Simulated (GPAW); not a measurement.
# The Se K excitation threshold of CuSe (P4/nmm) under uniform strain

For each volume the threshold was computed as E(hole, excited electron kept) − E(ground) (GPAW, LDA, 16-atom cell, total energies on 3×3×3 k points, hole spin-paired). The values are raw; only their change is used. The threshold is the spectrum's zero, where absorption may be weak, not the visible edge.

| volume | ln(V/V₀) | threshold (eV) |
| --- | --- | --- |
| V × 0.91 | -0.09431 | ? |
| V × 0.97 | -0.03046 | 12670.273 |
| V × 1 | +0.00000 | 12670.214 |
| V × 1.06 | +0.05827 | 12670.103 |

**Question.** Fit a straight line in ln(V/V₀), give its slope, and predict the threshold at V × 0.91.

The means of the given rows are x̄ = +0.00927 and Ē = 12670.197 eV. Σ(x − x̄)(E − Ē) = -0.007783 and Σ(x − x̄)² = 0.004065, so the slope is -1.91 eV, and the line passes the given rows within 0.000 eV. At x = -0.09431 it gives 12670.197 + (-1.91) × (-0.10358) = 12670.395 eV. The run gives 12670.399 eV, a miss of -0.004 eV over a total move of -0.296 eV. The slope is the clamped-ion volume deformation potential of the Fermi level against the Se 1s level, with the hole's relaxation included: the threshold falls by 0.019 eV for 1 % of expansion. The excited electron's band filling changes with volume too and isn't taken out.

[Hosts, paths, dates, database ids (printed as entryN), source tags and the programs' standing remarks are cut or masked in the printed files.]

[Lists of maxima count a maximum above −3 eV only where it reaches 4 % of the highest in the window and stands out from its surroundings by 2 % of it (1.5 % where it reaches 55 %); shoulders and weaker maxima are passed over, and of the rest the first, up to two pre-edge ones and the few strongest are named.]
